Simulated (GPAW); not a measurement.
# The basis that the transmission of a Zr chain with an O atom bridging one bond needs

Wanted: the zero-bias transmission of a Zr chain with an O atom bridging one bond on a ladder of levels, with run times.

Main program and level: GPAW 26.7.0; GPAW LCAO, PAW setups; Landauer transmission from Green's functions with principal layers (ASE), zero bias.

This is a report of a sequence of runs, with most program output left out.

## 1. Set-up

The cell holds 13 atoms: 12 Zr and 1 O. Its edges and angles: a = 9.000 Å, b = 9.000 Å, c = 31.400 Å, α = 90.0°, β = 90.0°, γ = 90.0°. Regions: left lead, 6 atoms (6 Zr); channel, 1 atom (1 O); right lead, 6 atoms (6 Zr). Vacuum lies along a and b. The structure is stacked along c, and the current runs across the ab planes.

## 2. Double-zeta polarised basis

Localised orbitals split the wire into layers that couple to their neighbours alone, which is what the Green's function method needs; double zeta with polarisation is the usual level for numbers.

Input file run.py:

```python
import json
import numpy as np
from ase import Atoms
from ase.transport.calculators import TransportCalculator
from gpaw import GPAW, FermiDirac
from gpaw.lcao.tools import get_lcao_hamiltonian
from scipy.linalg import eigh

# The junction with lead layers at both ends, along the third cell vector
device = Atoms(
    ['Zr', 'Zr', 'Zr', 'Zr', 'Zr', 'Zr', 'O', 'Zr', 'Zr', 'Zr', 'Zr', 'Zr', 'Zr'],
    positions=[
        [4.50000, 4.50000, 1.30000],
        [4.50000, 4.50000, 3.90000],
        [4.50000, 4.50000, 6.50000],
        [4.50000, 4.50000, 9.10000],
        [4.50000, 4.50000, 11.70000],
        [4.50000, 4.50000, 14.30000],
        [5.49937, 4.50000, 15.70000],
        [4.50000, 4.50000, 17.10000],
        [4.50000, 4.50000, 19.70000],
        [4.50000, 4.50000, 22.30000],
        [4.50000, 4.50000, 24.90000],
        [4.50000, 4.50000, 27.50000],
        [4.50000, 4.50000, 30.10000]],
    cell=[[9.0, 0.0, 0.0], [0.0, 9.0, 0.0], [0.0, 0.0, 31.4]],
    pbc=True)

# One principal layer of the lead: the first 4 atoms of the device
lead = Atoms(
    ['Zr', 'Zr', 'Zr', 'Zr'],
    positions=[
        [4.50000, 4.50000, 1.30000],
        [4.50000, 4.50000, 3.90000],
        [4.50000, 4.50000, 6.50000],
        [4.50000, 4.50000, 9.10000]],
    cell=[[9.0, 0.0, 0.0], [0.0, 9.0, 0.0], [0.0, 0.0, 10.4]],
    pbc=True)

settings = dict(mode='lcao', basis='dzp', xc='PBE', h=0.18,
                occupations=FermiDirac(0.1), maxiter=250,
                mixer=dict(beta=0.1, nmaxold=8, weight=100.0),
                convergence=dict(density=0.0001))
energies = np.arange(-2, 2 + 1e-9, 0.05)
eta = 0.0001
n1, n2 = 1, 1
# k and -k transmit alike, so half of the mesh across the current serves
mesh = [(i, j) for i in range(n1) for j in range(n2) if (i, j) <= (-i % n1, -j % n2)]
weights = np.array([1 if (i, j) == (-i % n1, -j % n2) else 2 for i, j in mesh]) / (n1 * n2)

# [... helper functions left out ...]
fermi_lead = ground_state(lead, (1, 1, 11), 'lead.txt')
fermi_device = ground_state(device, (1, 1, 3), 'device.txt')
# [... loop over the mesh left out, but for ...]
        # Shift the lead onto the potential of the device's first layer
        shift = ((H[:, 0, 0] - H0[:, 0, 0]) / S0[0, 0]).real.mean()
# [...]
kT = 8.617333e-5 * 300
bias = [0.1, 0.2, 0.5, 1.0, 1.5, 2.0]
# [... integrals and printing left out ...]
```

Started as:

```console
$ OMP_NUM_THREADS=1 OPENBLAS_NUM_THREADS=1 python run.py
```

Wall time 2.9 min (1 thread of Arm Neoverse V2, shared host); peak memory 1.8 GiB.

This step gave:

```yaml
conductance: 2.795 G₀
largest_coupling_past_the_next_principal_layer: 1.05e-5 eV
largest_misfit_of_the_first_principal_layer: 0.03502 eV
shift_that_aligns_the_lead: 0.007630 eV
basis_functions_of_the_junction: 361
basis_functions_of_a_principal_layer: 116
transmission_at_the_fermi_level_one_spin: 2.632
```

One spin. Transmission, zone mean against energy, zero at the Fermi level:

energy (eV), transmission, zone mean and a bar from the least value:
```
   -2.000       0.66 
   -1.800       0.98 ###
   -1.600       0.94 ##
   -1.400       0.96 ##
   -1.200       1.00 ###
   -1.000       1.36 ######
   -0.800       1.41 ######
   -0.600       1.59 #######
   -0.400       1.81 #########
   -0.200       2.11 ############
    0.000       2.63 ################
    0.200       3.96 ##########################
    0.400       4.22 ############################
    0.600       4.37 ##############################
    0.700       4.40 ##############################
    0.800       4.36 ##############################
    1.000       4.06 ###########################
    1.200       2.66 ################
    1.400       2.58 ###############
    1.600       2.27 #############
    1.800       1.61 ########
    2.000       0.82 #
```

Not self-consistent under bias; the bias window is split evenly. Table of current through one cell, from the zero-bias transmission by bias:

```csv
bias (V),"current through one cell, from the zero-bias transmission (μA)"
0.100,21.9
0.200,44.4
0.500,114
1.000,231
1.500,346
2.000,455
```

The transmission of the three most open eigenchannels by energy, zero at the Fermi level:

| energy (eV) | channel 1 | channel 2 | channel 3 |
| --- | --- | --- | --- |
| -2.000 | 0.656 | 1.1e-7 | 2.4e-11 |
| -1.800 | 0.978 | 1.1e-7 | 2.3e-11 |
| -1.600 | 0.941 | 1.0e-7 | 9.0e-11 |
| -1.400 | 0.947 | 0.00865 | 6.7e-4 |
| -1.200 | 0.954 | 0.0428 | 4.3e-4 |
| -1.000 | 0.960 | 0.229 | 0.159 |
| -0.800 | 0.968 | 0.294 | 0.121 |
| -0.600 | 0.980 | 0.384 | 0.154 |
| -0.400 | 0.992 | 0.466 | 0.192 |
| -0.200 | 0.997 | 0.565 | 0.328 |
| 0.000 | 0.999 | 0.774 | 0.638 |
| 0.200 | 0.997 | 0.992 | 0.983 |
| 0.400 | 0.998 | 0.995 | 0.991 |
| 0.600 | 0.995 | 0.987 | 0.987 |
| 0.800 | 0.981 | 0.974 | 0.945 |
| 1.000 | 0.958 | 0.940 | 0.868 |
| 1.200 | 0.923 | 0.667 | 0.647 |
| 1.400 | 0.954 | 0.692 | 0.564 |
| 1.600 | 0.964 | 0.511 | 0.488 |
| 1.800 | 0.979 | 0.381 | 0.127 |
| 2.000 | 0.815 | 0.00121 | 7.9e-8 |

Couplings past the next layer reach 1.1e-5 eV, small enough to drop; the matrix elements of the cell's first layer differ from the bulk lead's by up to 0.035 eV. That layer keeps its own values in the calculation, and only beyond it is the lead taken as perfect. The Fermi levels of lead and junction count from different zeros of potential, one for each periodic cell; with both set to zero, the small remaining shift is what aligns them. By hand: G = 2.795 × 77.48 μS = 217 μS, a resistance of 4.62 kΩ; at 0.1 V a linear junction would pass 21.7 μA, and the integral over the bias window gives 21.9 μA.

## 3. Single-zeta polarised basis

The second zeta is dropped, the polarisation orbitals stay.

run.py, as its differences from that of step 2:

```diff
@@ -39,3 +39,3 @@
 
-settings = dict(mode='lcao', basis='dzp', xc='PBE', h=0.18,
+settings = dict(mode='lcao', basis='szp(dzp)', xc='PBE', h=0.18,
                 occupations=FermiDirac(0.1), maxiter=250,
```

Wall time 1.9 min (1 thread); peak memory 1.8 GiB.

Numbers from this step:

```yaml
conductance: 2.656 G₀
largest_misfit_of_the_first_principal_layer: 0.03609 eV
shift_that_aligns_the_lead: 0.007071 eV
basis_functions_of_the_junction: 201
basis_functions_of_a_principal_layer: 64
transmission_at_the_fermi_level_one_spin: 2.584
```

One spin. Table of transmission, zone mean by energy, zero at the Fermi level:

| energy (eV) | transmission, zone mean |
| --- | --- |
| -2.000 | 0.661 |
| -1.800 | 0.981 |
| -1.600 | 0.919 |
| -1.400 | 0.951 |
| -1.200 | 0.982 |
| -1.000 | 1.78 |
| -0.800 | 1.37 |
| -0.600 | 1.55 |
| -0.400 | 1.77 |
| -0.200 | 2.07 |
| 0.000 | 2.58 |
| 0.200 | 3.98 |
| 0.400 | 4.30 |
| 0.600 | 4.47 |
| 0.700 | 4.49 |
| 0.800 | 4.43 |
| 1.000 | 4.09 |
| 1.200 | 2.59 |
| 1.400 | 2.50 |
| 1.600 | 2.19 |
| 1.800 | 1.47 |
| 2.000 | 1.00 |

Not self-consistent under bias; the bias window is split evenly. Current through one cell, from the zero-bias transmission against bias:

| bias (V) | current through one cell, from the zero-bias transmission (μA) |
| --- | --- |
| 0.100 | 20.8 |
| 0.200 | 42.4 |
| 0.500 | 112 |
| 1.000 | 230 |
| 1.500 | 346 |
| 2.000 | 456 |

Transmission of the three most open eigenchannels against energy, zero at the Fermi level:

| energy (eV) | channel 1 | channel 2 | channel 3 |
| --- | --- | --- | --- |
| -2.00 | 0.661 | 1.6e-7 | 0 |
| -1.85 | 0.941 | 1.6e-7 | 0 |
| -1.70 | 0.993 | 1.6e-7 | 0 |
| -1.60 | 0.919 | 1.6e-7 | 1.1e-10 |
| -1.45 | 0.939 | 0.00511 | 0.00162 |
| -1.30 | 0.944 | 0.0185 | 7.5e-4 |
| -1.15 | 0.946 | 0.0494 | 5.2e-6 |
| -1.05 | 0.948 | 0.0889 | 0.00101 |
| -0.90 | 0.958 | 0.201 | 0.145 |
| -0.75 | 0.967 | 0.278 | 0.144 |
| -0.60 | 0.978 | 0.342 | 0.176 |
| -0.50 | 0.985 | 0.383 | 0.198 |
| -0.35 | 0.993 | 0.449 | 0.227 |
| -0.20 | 0.997 | 0.531 | 0.296 |
| -0.05 | 0.998 | 0.658 | 0.494 |
| 0.00 | 0.998 | 0.739 | 0.588 |
| 0.05 | 0.998 | 0.931 | 0.738 |
| 0.20 | 0.996 | 0.992 | 0.976 |
| 0.35 | 0.996 | 0.995 | 0.990 |
| 0.50 | 0.995 | 0.989 | 0.988 |
| 0.60 | 0.993 | 0.982 | 0.978 |
| 0.75 | 0.983 | 0.963 | 0.947 |
| 0.90 | 0.958 | 0.955 | 0.883 |
| 1.05 | 0.920 | 0.908 | 0.824 |
| 1.15 | 0.900 | 0.657 | 0.512 |
| 1.30 | 0.939 | 0.632 | 0.626 |
| 1.45 | 0.954 | 0.567 | 0.560 |
| 1.60 | 0.962 | 0.513 | 0.424 |
| 1.70 | 0.970 | 0.460 | 0.267 |
| 1.85 | 0.942 | 0.452 | 1.4e-7 |
| 2.00 | 0.941 | 0.0600 | 1.4e-7 |

The conductance, 2.66 G₀, lies 5.0 % below that of the dzp run.

## 4. Minimal basis

The minimal basis is the cheapest rung: no second zeta and no polarisation.

run.py, as its differences from that of step 3:

```diff
@@ -39,3 +39,3 @@
 
-settings = dict(mode='lcao', basis='szp(dzp)', xc='PBE', h=0.18,
+settings = dict(mode='lcao', basis='sz(dzp)', xc='PBE', h=0.18,
                 occupations=FermiDirac(0.1), maxiter=250,
```

The job ended after 77 s (1 thread; peak memory 1.7 GiB).

Numbers from this step:

| Quantity | Value |
| --- | --- |
| conductance | 2.627 G₀ |
| largest misfit of the first principal layer | 0.03912 eV |
| shift that aligns the lead | 0.007359 eV |
| basis functions of the junction | 160 |
| basis functions of a principal layer | 52 |
| transmission at the Fermi level (one spin) | 2.562 |

The conductance, 2.63 G₀, lies 6.0 % below that of the dzp run.

## 5. RPBE in the dzp basis: xc = "RPBE"

Back in the dzp basis, the functional changes from PBE to RPBE, to set the spread between functionals beside that between bases.

run.py, as its differences from that of step 4:

```diff
@@ -39,3 +39,3 @@
 
-settings = dict(mode='lcao', basis='sz(dzp)', xc='PBE', h=0.18,
+settings = dict(mode='lcao', basis='dzp', xc='RPBE', h=0.18,
                 occupations=FermiDirac(0.1), maxiter=250,
```

The job ended after 2.9 min (1 thread; peak memory 1.8 GiB).

Numbers from this step:

- conductance: 2.686 G₀
- largest coupling past the next principal layer: 1.14e-5 eV
- largest misfit of the first principal layer: 0.03687 eV
- shift that aligns the lead: 0.009029 eV
- basis functions of the junction: 361
- basis functions of a principal layer: 116
- transmission at the Fermi level (one spin): 2.610

The conductance, 2.69 G₀, lies 3.9 % below that of the dzp run.

## 6. All levels side by side

Times are for 1 thread of Arm Neoverse V2, shared host. Results by setting:

| no. | run | conductance (G₀) | time | memory (GiB) |
| --- | --- | --- | --- | --- |
| 1 | dzp | 2.795 | 2.9 min | 1.8 |
| 2 | szp | 2.656 | 1.9 min | 1.8 |
| 3 | sz | 2.627 | 77 s | 1.7 |
| 4 | dzp RPBE | 2.686 | 2.9 min | 1.8 |

## 7. The levels side by side

The curves are compared point by point over the common energies.

This step: comparison of transmission and cost over codes and levels (GPAW 26.7.0).

Ladder, by row:

| step | code | T at the Fermi level (sum over the listed spins) | conductance (G0) | r.m.s. T(E) from the first | wall time (s) | peak memory (GiB) | threads |
| --- | --- | --- | --- | --- | --- | --- | --- |
| dzp | GPAW | 2.632 | 2.795 | 0 | 171.3 | 1.84 | 1 |
| szp | GPAW | 2.584 | 2.656 | 0.1024 | 113.6 | 1.76 | 1 |
| sz | GPAW | 2.562 | 2.627 | 0.2272 | 76.52 | 1.68 | 1 |
| dzp-RPBE | GPAW | 2.61 | 2.686 | 0.06509 | 174.7 | 1.84 | 1 |

Table of transmission, zone mean, sum over the listed spins by energy, zero at the Fermi level:

| energy (eV) | dzp | szp | sz | dzp-RPBE |
| --- | --- | --- | --- | --- |
| -2.0000 | 0.656 | 0.661 | 0.780 | 0.681 |
| -1.7500 | 0.997 | 0.997 | 0.996 | 0.998 |
| -1.5000 | 0.937 | 0.936 | 0.920 | 0.943 |
| -1.2500 | 0.983 | 0.971 | 0.958 | 0.983 |
| -1.0000 | 1.36 | 1.78 | 1.43 | 1.64 |
| -0.7500 | 1.45 | 1.41 | 1.40 | 1.44 |
| -0.5000 | 1.70 | 1.66 | 1.64 | 1.68 |
| -0.2500 | 2.02 | 1.99 | 1.97 | 2.01 |
| 0.0000 | 2.63 | 2.58 | 2.56 | 2.61 |
| 0.2500 | 4.06 | 4.11 | 4.05 | 4.02 |
| 0.5000 | 4.30 | 4.39 | 4.35 | 4.25 |
| 0.7000 | 4.40 | 4.49 | 4.48 | 4.36 |
| 0.7500 | 4.39 | 4.47 | 4.48 | 4.35 |
| 1.0000 | 4.06 | 4.09 | 4.23 | 4.01 |
| 1.2500 | 2.69 | 2.61 | 2.73 | 2.70 |
| 1.5000 | 2.43 | 2.36 | 2.47 | 2.44 |
| 1.7500 | 1.85 | 1.69 | 1.86 | 1.87 |
| 2.0000 | 0.816 | 1.00 | 0.983 | 0.727 |

## 8. Broadening 1e-05, temperature 1000: eta = 1e-05 and temperature = 1000

The broadening keeps the Green's functions finite; too large a value absorbs electrons where channels are open and leaks them where none are. Temperature enters only through the Fermi window.

This step: GPAW LCAO, PAW setups; Landauer transmission from Green's functions with principal layers (ASE), zero bias (GPAW 26.7.0).

run.py, as its differences from that of step 5:

```diff
@@ -39,3 +39,3 @@
 
-settings = dict(mode='lcao', basis='dzp', xc='RPBE', h=0.18,
+settings = dict(mode='lcao', basis='dzp', xc='PBE', h=0.18,
                 occupations=FermiDirac(0.1), maxiter=250,
@@ -44,3 +44,3 @@
 energies = np.arange(-2, 2 + 1e-9, 0.05)
-eta = 0.0001
+eta = 1e-05
 n1, n2 = 1, 1
@@ -57,3 +57,3 @@
 # [...]
-kT = 8.617333e-5 * 300
+kT = 8.617333e-5 * 1000
 bias = [0.1, 0.2, 0.5, 1.0, 1.5, 2.0]
```

It took 3 min on 1 thread; peak memory 1.8 GiB.

Numbers from this step:

- conductance: 2.933 G₀
- largest coupling past the next principal layer: 1.05e-5 eV
- largest misfit of the first principal layer: 0.03502 eV
- shift that aligns the lead: 0.007630 eV
- transmission at the Fermi level (one spin): 2.636

One spin. Table of transmission, zone mean by energy, zero at the Fermi level:

```
energy (eV)  transmission, zone mean
      -2.00                    0.657
      -1.85                    0.938
      -1.70                    0.997
      -1.60                    0.943
      -1.45                    0.951
      -1.30                    0.974
      -1.15                     1.02
      -1.05                     1.07
      -0.90                     1.34
      -0.75                     1.46
      -0.60                     1.59
      -0.50                     1.70
      -0.35                     1.88
      -0.20                     2.11
      -0.05                     2.45
       0.00                     2.64
       0.05                     3.39
       0.20                     3.97
       0.35                     4.18
       0.50                     4.31
       0.60                     4.38
       0.70                     4.41
       0.75                     4.40
       0.90                     4.26
       1.05                     3.93
       1.15                     2.60
       1.30                     2.68
       1.45                     2.51
       1.60                     2.27
       1.70                     2.04
       1.85                     1.40
       2.00                    0.817
```

Not self-consistent under bias; the bias window is split evenly. Current through one cell, from the zero-bias transmission against bias:

| bias (V) | current through one cell, from the zero-bias transmission (μA) |
| --- | --- |
| 0.100 | 22.7 |
| 0.200 | 45.6 |
| 0.500 | 115 |
| 1.000 | 232 |
| 1.500 | 346 |
| 2.000 | 452 |

Transmission of the three most open eigenchannels against energy, zero at the Fermi level:

```csv
energy (eV),channel 1,channel 2,channel 3
-2.00,0.657,1.1e-9,0
-1.90,0.869,1.1e-9,0
-1.80,0.980,1.1e-9,0
-1.70,0.997,1.1e-9,0
-1.55,0.886,0.00545,1.6e-4
-1.45,0.945,0.00453,0.00151
-1.35,0.951,0.0141,2.3e-4
-1.25,0.954,0.0306,5.8e-5
-1.15,0.956,0.0585,0.00126
-1.05,0.957,0.105,0.00475
-0.90,0.966,0.237,0.123
-0.80,0.970,0.294,0.121
-0.70,0.975,0.342,0.136
-0.60,0.982,0.384,0.155
-0.50,0.988,0.425,0.174
-0.40,0.993,0.466,0.192
-0.25,0.998,0.537,0.278
-0.15,0.999,0.598,0.387
-0.05,1.000,0.690,0.535
0.00,1.000,0.775,0.639
0.05,0.998,0.988,0.927
0.15,0.999,0.988,0.969
0.25,0.999,0.997,0.992
0.40,0.999,0.998,0.993
0.50,0.998,0.997,0.993
0.60,0.996,0.990,0.989
0.70,0.991,0.981,0.976
0.80,0.982,0.976,0.947
0.90,0.972,0.966,0.910
1.05,0.945,0.926,0.850
1.15,0.894,0.684,0.586
1.25,0.936,0.694,0.651
1.35,0.950,0.713,0.593
1.45,0.959,0.661,0.541
1.55,0.964,0.566,0.506
1.70,0.972,0.441,0.380
1.80,0.980,0.382,0.128
1.90,0.927,0.413,8.4e-10
2.00,0.816,0.00121,7.9e-10
```

With these changes, and at 1000 K in place of 300 K, the conductance is 2.93 G₀ against 2.80 in the dzp run; T at the Fermi level, which temperature doesn't enter, is 2.64 against 2.63.

## 9. A second varied run

A last run, with other settings again.

run.py, as its differences from that of step 8:

```diff
@@ -28,11 +28,8 @@
 
-# One principal layer of the lead: the first 4 atoms of the device
+# One principal layer of the lead: the first 1 atoms of the device
 lead = Atoms(
-    ['Zr', 'Zr', 'Zr', 'Zr'],
+    ['Zr'],
     positions=[
-        [4.50000, 4.50000, 1.30000],
-        [4.50000, 4.50000, 3.90000],
-        [4.50000, 4.50000, 6.50000],
-        [4.50000, 4.50000, 9.10000]],
-    cell=[[9.0, 0.0, 0.0], [0.0, 9.0, 0.0], [0.0, 0.0, 10.4]],
+        [4.50000, 4.50000, 1.30000]],
+    cell=[[9.0, 0.0, 0.0], [0.0, 9.0, 0.0], [0.0, 0.0, 2.6]],
     pbc=True)
@@ -40,3 +37,3 @@
 settings = dict(mode='lcao', basis='dzp', xc='PBE', h=0.18,
-                occupations=FermiDirac(0.1), maxiter=250,
+                occupations=FermiDirac(0.1), maxiter=50,
                 mixer=dict(beta=0.1, nmaxold=8, weight=100.0),
@@ -44,3 +41,3 @@
 energies = np.arange(-2, 2 + 1e-9, 0.05)
-eta = 1e-05
+eta = 0.0001
 n1, n2 = 1, 1
@@ -57,3 +54,3 @@
 # [...]
-kT = 8.617333e-5 * 1000
+kT = 8.617333e-5 * 300
 bias = [0.1, 0.2, 0.5, 1.0, 1.5, 2.0]
```

Run time: 2.4 min. Hardware: 1 thread; peak memory 1.7 GiB.

The run ended with an error.

The program's message: “LinAlgError: The leading minor of order 20 of B is not positive definite. The factorization of B could not be completed and no eigenvalues or eigenvectors were computed.”

The change that led to it: n_lead = 1 and period = 2.6.

## 10. Summary of results

| Item | Value |
| --- | --- |
| conductance | 2.80 G₀ |
| transmission at the Fermi level, mean of the spins | 2.63 |

**Reading.** In the dzp basis the junction conducts 2.80 G₀ at 300 K, with T = 2.63 a spin at the Fermi level; the sz basis reaches that conductance within 10 %. At the Fermi level the three most open eigenchannels pass 1.00, 0.77 and 0.64. Measured against the first run (dzp), the nearest curve is that of dzp-RPBE (r.m.s. 0.065) and the farthest that of sz (0.23). Over the compared runs wall time goes from 77 s (sz) to 175 s (dzp-RPBE), on a shared host. The geometry was built from estimated bond lengths and not relaxed, so the numbers describe this model structure. The run had no spin polarisation, so a magnetic state, which chains and small molecules with open shells often have, wasn't tested. An evenly spaced straight chain is an idealisation: free chains tend to dimerise, zigzag or, where a band edge lies near the Fermi level, turn magnetic. The currents use the zero-bias T(E) throughout, which holds only while the bias is small against the distance to the nearest feature. Within about eight thermal energies of the Fermi level ln T(E) bends sharply from one computed energy to the next, or the lead's channel count changes, so the thermal averages, above all the thermopower, rest on an interpolation that may be rough.

[Logs are printed without paths, hosts, clocks, repeated set-up lines and the standing remarks that a program may print on its own settings, such as how far it seeks lower states.]

[Hosts, paths, dates, database ids (printed as entryN), source tags and the programs' standing remarks are cut or masked in the printed files.]
